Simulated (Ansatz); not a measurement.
Planning a run of Ansatz 0.2.0 on BiSBr (Pnma). The input:

```yaml
crystal:
  lattice:
    - [8.02, 0.0, 0.0]
    - [0.0, 4.01, 0.0]
    - [0.0, 0.0, 9.7]
  atoms:
    - { symbol: Bi, position: [0.141885714, 0.25, 0.8674987725] }
    - { symbol: Bi, position: [0.858114286, 0.75, 0.1325012275] }
    - { symbol: Bi, position: [0.641885714, 0.25, 0.6325012275] }
    - { symbol: Bi, position: [0.358114286, 0.75, 0.3674987725] }
    - { symbol: S, position: [0.8305587158, 0.25, 0.9468519164] }
    - { symbol: S, position: [0.1694412842, 0.75, 0.0531480836] }
    - { symbol: S, position: [0.3305587158, 0.25, 0.5531480836] }
    - { symbol: S, position: [0.6694412842, 0.75, 0.4468519164] }
    - { symbol: Br, position: [0.5142157506, 0.25, 0.174430229] }
    - { symbol: Br, position: [0.4857842494, 0.75, 0.825569771] }
    - { symbol: Br, position: [1.0142157506, 0.25, 0.325569771] }
    - { symbol: Br, position: [-0.0142157506, 0.75, 0.674430229] }
kpoints:
  mp_grid: { grid: [2, 6, 2] }
hamiltonian:
  xc: lda
  pseudopotentials: { kind: paw, source: ansatz }
scf:
  occupations: { method: fixed }
gw:
  n_empty_bands: 708
  ecut_chi: 100.0
  qp_bands: [v4, c4]
  qp_kpoints: band_edges
  screening: { model: contour_deformation }
```

```sh
ansatz run input.yaml --threads 16 --pin off --max-ram 82944MiB --backend cuda --events-out ev --progress --plain --runs-dir out --devices 1 --max-vram 78GiB
```

Estimate wall time and host memory on 1 × NVIDIA GB200 (shared by 2 runs) with 16 threads of Arm Neoverse V2, shared host.

It took 63 s; on shared hardware allow 31 s to 2.1 min. Peak host memory was 6.4 GiB. The sizes that set the cost: 12575 plane waves a state, 16 irreducible k points, 800 bands summed, 729 plane waves in the screening and 9 SCF cycles.

The screening grows as filled bands × empty bands × pairs of k points, times the square of the screening basis for the matrix.

[Paths, hosts, dates, memory and timing lines, banners, echoed tables and standing remarks are left out of the program output.]

[Logs are printed without paths, hosts, clocks, repeated set-up lines and the standing remarks that a program may print on its own settings, such as how far it seeks lower states.]

[Runs of the session that timed out or met a known fault of the program may be left out.]

[Cells called generated may have been cut or substituted from an entry of the Crystallography Open Database or the Materials Project.]

[Hosts, paths, dates, database ids (printed as entryN), source tags and the programs' standing remarks are cut or masked in the printed files.]
